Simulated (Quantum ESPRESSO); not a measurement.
**BaLiF3 (Pm-3m): third-order response**

Wanted: vibrational spectra of BaLiF3 (Pm-3m) from linear and non-linear response.

Main program and level: Quantum ESPRESSO 8.0 development, patched; DFT LDA, scalar-relativistic, plane waves, PseudoDojo norm-conserving pseudopotentials.

Most raw output is cut from this account.

## Step 1: Starting point

Symmetry: Pm-3m, No. 221, cubic system. Conventional cell: a = 3.989 Å, b = 3.989 Å, c = 3.989 Å, α = 90.00°, β = 90.00°, γ = 90.00°. Nearest to Ba lie 12 F at 2.82 Å. Li has 6 F at 1.99 Å nearest. Nearest to F lie 2 Li at 1.99 Å and 4 Ba at 2.82 Å. Farther neighbours and most contacts between anions are not listed.

## Step 2: A first look

Before anything dear is run, a loose run with smearing shows whether this is a metal and how far the cell is from rest.

Input file probe.in:

```
 &control
    calculation='scf',
    prefix='x',
    outdir='./tmp',
    pseudo_dir='./pseudo',
    tprnfor=.true.,
    tstress=.true.,
    verbosity='high',
 /
 &system
    ibrav=0,
    nat=5,
    ntyp=3,
    ecutwfc=84.0,
    occupations='smearing',
    smearing='gaussian',
    degauss=0.01,
 /
 &electrons
    conv_thr=1.0d-07,
    mixing_beta=0.7,
    electron_maxstep=100,
 /
ATOMIC_SPECIES
 Ba    137.3270  Ba.upf
 Li      6.9400  Li.upf
 F      18.9984  F.upf
CELL_PARAMETERS angstrom
     3.988581640    0.000000000    0.000000000
     0.000000000    3.988581640    0.000000000
     0.000000000    0.000000000    3.988581640
ATOMIC_POSITIONS crystal
 Ba     0.000000000   0.000000000   0.000000000
 Li     0.500000000   0.500000000   0.500000000
 F      0.000000000   0.500000000   0.500000000
 F      0.500000000   0.500000000   0.000000000
 F      0.500000000   0.000000000   0.500000000
K_POINTS automatic
 4 4 4 0 0 0
```

The run is started by

```
$ OMP_NUM_THREADS=1 mpirun -n 4 pw.x -nk 4 -in probe.in > probe.out
```

Elapsed: 4.7 s, on 4 MPI ranks of Arm Neoverse V2, shared host; 18 s of CPU time.

Numbers from this step:

| Quantity | Value |
| --- | --- |
| volume per atom | 12.69 Å³ |
| pressure | -5.748 GPa |
| gap on the k-mesh | 6.550 eV |

A gap of 6.6 eV opens on this mesh, so the crystal is taken as an insulator; the start stands at -5.7 GPa.

## Step 3: Relaxation

The relaxation runs at a cutoff a fifth above that of the response, since stress converges more slowly with the basis than frequencies do. Forces and stress are brought to rest with tight thresholds.

Input file relax.in:

```
 &control
    calculation='vc-relax',
    prefix='x',
    outdir='./tmp',
    pseudo_dir='./pseudo',
    tprnfor=.true.,
    tstress=.true.,
    forc_conv_thr=2.0d-05,
    etot_conv_thr=1.0d-07,
    nstep=40,
 /
 &system
    ibrav=0,
    nat=5,
    ntyp=3,
    ecutwfc=101,
    occupations='fixed',
    nbnd=19,
 /
 &electrons
    conv_thr=1.0d-11,
    mixing_beta=0.7,
    electron_maxstep=100,
 /
 &ions
 /
 &cell
    press_conv_thr=0.2,
 /
ATOMIC_SPECIES
 Ba    137.3270  Ba.upf
 Li      6.9400  Li.upf
 F      18.9984  F.upf
CELL_PARAMETERS angstrom
     3.988581640    0.000000000    0.000000000
     0.000000000    3.988581640    0.000000000
     0.000000000    0.000000000    3.988581640
ATOMIC_POSITIONS crystal
 Ba     0.000000000   0.000000000   0.000000000
 Li     0.500000000   0.500000000   0.500000000
 F      0.000000000   0.500000000   0.500000000
 F      0.500000000   0.500000000   0.000000000
 F      0.500000000   0.000000000   0.500000000
K_POINTS automatic
 6 6 6 0 0 0
```

The run is started by

```
$ OMP_NUM_THREADS=1 mpirun -n 4 pw.x -nk 4 -in relax.in > relax.out
```

It took 54 s on 4 MPI ranks.

Step by step:

```
step  energy less that of the first step (eV)  largest force (eV/Å)  pressure (GPa)  volume (Å³)
   1                                   0.0000                0.0000           -5.72        63.45
   2                                  -0.0541                0.0000           -3.68        61.62
   3                                  -0.0858                0.0000            0.06        58.94
   4                                  -0.0858                0.0000           -0.01        58.98
   5                                  -0.0858                0.0000            0.00        58.97
   6                                  -0.0856                0.0000           -0.01        58.97
```

```
conventional cell, symmetrised  before  after  change
                         a (Å)   3.989  3.892  -2.4 %
                         b (Å)   3.989  3.892  -2.4 %
                         c (Å)   3.989  3.892  -2.4 %
              volume (Å³/atom)   12.69  11.79  -7.1 %
```

The last row of the table of steps is pw.x's closing run on a basis chosen anew for the final cell, so its energy can jump.

Numbers from this step:

| Quantity | Value |
| --- | --- |
| volume per atom | 11.79 Å³ |
| pressure | -0.009 GPa |
| gap on the k-mesh | 6.650 eV |

The volume changes by -7.1 % from the cell with which this run began.

## Step 4: Ground state

Perturbation theory inherits every error of the wavefunctions, so the threshold is set near the limit of the arithmetic. With a gap, occupations are fixed, which also allows the response to an electric field.

Input file scf.in:

```
 &control
    calculation='scf',
    prefix='x',
    outdir='./tmp',
    pseudo_dir='./pseudo',
    tprnfor=.true.,
    tstress=.true.,
 /
 &system
    ibrav=0,
    nat=5,
    ntyp=3,
    ecutwfc=84.0,
    occupations='fixed',
    nbnd=19,
 /
 &electrons
    conv_thr=1.0d-12,
    mixing_beta=0.7,
    electron_maxstep=100,
 /
ATOMIC_SPECIES
 Ba    137.3270  Ba.upf
 Li      6.9400  Li.upf
 F      18.9984  F.upf
CELL_PARAMETERS angstrom
     3.892440489    0.000000000    0.000000000
     0.000000000    3.892440489    0.000000000
     0.000000000    0.000000000    3.892440489
ATOMIC_POSITIONS crystal
 Ba     0.000000000   0.000000000   0.000000000
 Li     0.500000000   0.500000000   0.500000000
 F      0.000000000   0.500000000   0.500000000
 F      0.500000000   0.500000000   0.000000000
 F      0.500000000   0.000000000   0.500000000
K_POINTS automatic
 8 8 8 0 0 0
```

The run is started by

```
$ OMP_NUM_THREADS=1 mpirun -n 4 pw.x -nk 4 -in scf.in > scf.out
```

The job ended after 17 s (4 MPI ranks; 67 s of CPU time).

This step gave:

```
pressure : -0.01200 GPa
```

The cell stands at -0.012 GPa, close enough for phonons.

## Step 5: Zone-centre response

At q = 0 one unit cell holds all displacements; symmetry groups them into irreducible representations that are solved one by one. The response to a field gives ε∞ and the Born charges, which polar modes need. Third-order response adds the Raman tensors.

Input file ph.in:

```
phonons
 &inputph
    prefix='x',
    outdir='./tmp',
    fildyn='g.dyn',
    tr2_ph=1.0d-18,
    epsil=.true.,
    lraman=.true.,
    elop=.true.,
 /
0.000000000000 0.000000000000 0.000000000000
```

The run is started by

```
$ OMP_NUM_THREADS=1 mpirun -n 4 ph.x -nk 4 -in ph.in > ph.out
```

It took 23 min on 4 MPI ranks; 1.5 h of CPU time.

This step gave:

* miss of the charge sum rule: 2.00e-4 e
* largest acoustic frequency at the zone centre before the sum rule: -1.33 cm⁻¹
* highest optical zone-centre mode (no LO-TO term): 404.9 cm⁻¹
* lowest optical zone-centre mode: 152.2 cm⁻¹
* mean high-frequency dielectric constant: 2.717
* largest Born charge in size (third of the trace): 2.776 e

Born charge (rows field, columns displacement), before the sum rule (e), principal values of the symmetric part by kind of site:

```
atom  atoms with these values    low  middle   high   mean
 Ba1                        1   2.78    2.78   2.78   2.78
 Li2                        1   1.05    1.05   1.05   1.05
  F3                        3  -1.40   -1.40  -1.03  -1.28
```

In full for Li2:

```
1.05 0.00 0.00
0.00 1.05 0.00
0.00 0.00 1.05
```

High-frequency dielectric tensor:

```
2.72 0.00 0.00
0.00 2.72 0.00
0.00 0.00 2.72
```

The acoustic modes at Γ come out as far as 1.3 cm⁻¹ from zero, where they should vanish, a small numerical error; the Born charges miss their sum rule by 2.0e-4 e, which is good.

## Step 6: Modes with the sum rule

A rigid shift of the crystal must cost nothing, but grids and finite bases break this; the acoustic sum rule is imposed before the matrix is diagonalised again. With Born charges the intensities follow, and the static dielectric tensor.

Input file dynmat.in:

```
 &input
    fildyn='g.dyn',
    asr='simple',
    fileig='dynmat.eig',
    lperm=.true.,
 /
```

The run is started by

```
$ dynmat.x -in dynmat.in > dynmat.out
```

Run time: 0.47 s. Hardware: 1 thread.

Numbers from this step:

| Item | Value |
| --- | --- |
| mean static dielectric constant | 12.20 |

Unit eigenvectors of the mass-weighted matrix after the sum rule; no LO-TO term. The modes at Γ (shares of kinetic energy by element, %):

```
mode  frequency (cm⁻¹)  symmetry  Ba %  Li %  F %
   1               0.0  acoustic    68     3   28
   2               0.0  acoustic    68     3   28
   3               0.0  acoustic    68     3   28
   4             152.2       T1u    31     3   66
   5             152.2       T1u    31     3   66
   6             152.2       T1u    31     3   66
   7             203.8       T2u     0     0  100
   8             203.8       T2u     0     0  100
   9             203.8       T2u     0     0  100
  10             328.3       T1u     0     5   95
  11             328.3       T1u     0     5   95
  12             328.3       T1u     0     5   95
  13             404.9       T1u     0    89   11
  14             404.9       T1u     0    89   11
  15             404.9       T1u     0    89   11
```

Displacements in mode 4 (152.2 cm⁻¹), the largest set to 1:
```
Ba1  0.06  0.08  0.44
Li2 -0.08 -0.10 -0.59
F3  -0.13 -0.17 -0.97
F4  -0.13 -0.17 -1.00
F5  -0.13 -0.18 -0.97
```

Displacements in mode 12 (328.3 cm⁻¹), the largest set to 1:
```
Ba1  0.00  0.00  0.00
Li2 -0.01  0.14  0.48
F3  -0.02 -0.16 -0.57
F4   0.01 -0.16  1.00
F5   0.01  0.29 -0.57
```

Degenerate modes summed, no LO-TO term. Lines of the infrared spectrum (strongest = 100):

```
position (cm⁻¹)  lines merged  label  IR intensity, relative
            152             3    T1u                     100
            204             3    T2u                     0.0
            328             3    T1u                      16
            405             3    T1u                      96
```

Static dielectric tensor (ions relaxed, fixed cell):

```
12.20  0.00  0.00
 0.00 12.20  0.00
 0.00  0.00 12.20
```

The rule moves no optical mode by more than 0.1 cm⁻¹.

## Step 7: Sum rules set otherwise: a sum rule for molecules or wires on a crystal

This rule also removes rotations, which suits molecules and not a crystal; it is tried to see the harm.

Input file dynmat.in:

```
 &input
    fildyn='g.dyn',
    asr='zero-dim',
    fileig='dynmat.eig',
    lperm=.true.,
 /
```

The run is started by

```
$ dynmat.x -in dynmat.in > dynmat.out
```

Wall time 0.45 s (1 thread).

The program raised no error, yet the settings are not those of a careful run.

The fault: a sum rule for molecules or wires on a crystal; 3 optical modes are projected out to zero frequency, as if they were rotations, and the static dielectric tensor is spoilt.

For a crystal the rule has to be 'simple' or 'crystal'.

Zone-centre frequencies as printed; negative means imaginary. Modes:

```
mode  frequency (cm⁻¹)
   1                 0
   2                 0
   3                 0
   4                 0
   5                 0
   6                 0
   7             152.2
   8             195.1
   9             195.1
  10             275.6
  11             275.6
  12             328.3
  13             394.1
  14             394.1
  15             404.9
```

## Step 8: The LO-TO splitting (1 0 0)

A longitudinal polar mode sets up a macroscopic field that stiffens it; the term hangs on the direction from which q goes to zero.

Input file dynmat.in:

```
 &input
    fildyn='g.dyn',
    asr='simple',
    fileig='dynmat.eig',
    q(1)=1.0,
    q(2)=0.0,
    q(3)=0.0,
 /
```

The run is started by

```
$ dynmat.x -in dynmat.in > dynmat.out
```

Elapsed: 0.45 s, on 1 thread.

Read from the output:

* highest mode moved by the LO-TO term: 516.1 cm⁻¹

Zone-centre frequencies as printed; negative means imaginary. Modes:

```
mode  frequency (cm⁻¹)
   1                 0
   2                 0
   3                 0
   4             152.2
   5             152.2
   6             203.8
   7             203.8
   8             203.8
   9             245.4
  10             328.3
  11             328.3
  12             338.5
  13             404.9
  14             404.9
  15             516.1
```

The field moves 3 modes; the highest of them now lies at 516 cm⁻¹, where the highest that moved away lay at 405.

## Step 9: What came out

| Item | Value |
| --- | --- |
| space group after relaxation | Pm-3m |
| volume per atom | 11.8 Å³ |
| gap on the k-mesh | 6.65 eV |
| highest optical zone-centre mode (no LO-TO term) | 404.9 cm⁻¹ |
| lowest optical zone-centre mode | 152.2 cm⁻¹ |
| highest mode moved by the LO-TO term | 516.1 cm⁻¹ |
| mean high-frequency dielectric constant | 2.72 |
| largest Born charge in size (third of the trace) | 2.78 e |
| mean static dielectric constant | 12.2 |
| imaginary optical modes at the zone centre (no q mesh in this session) | none |

**Reading.** No mode is Raman active in this structure; the strongest infrared line lies at 152 cm⁻¹. At the LDA level the optical modes of BaLiF3 (Pm-3m) at the zone centre (no LO-TO term) run from 152 to 405 cm⁻¹. Along the directions run, the highest mode that the macroscopic field moves lies at 516 cm⁻¹. Lattice motion raises the mean dielectric constant from 2.717 to 12.20. Of the 12 optical modes, 9 are infrared active alone and 3 are silent. These are harmonic frequencies at zero temperature: anharmonic shifts and linewidths and thermal expansion are left out. Spin-orbit coupling is left out, which can matter for the heavy elements here. The build is a development version in which the Raman tensors of release 7.5 are mended; dynmat.x leaves out the electro-optic term of LO lines. The structure comes from a database and need not be the phase that is stable at ambient conditions.

[Host names and launcher messages were left out of these logs when they were recorded.]

[Logs are printed without paths, hosts, clocks, repeated set-up lines and the standing remarks that a program may print on its own settings, such as how far it seeks lower states.]

[Hosts, paths, dates, database ids (printed as entryN), source tags and the programs' standing remarks are cut or masked in the printed files.]
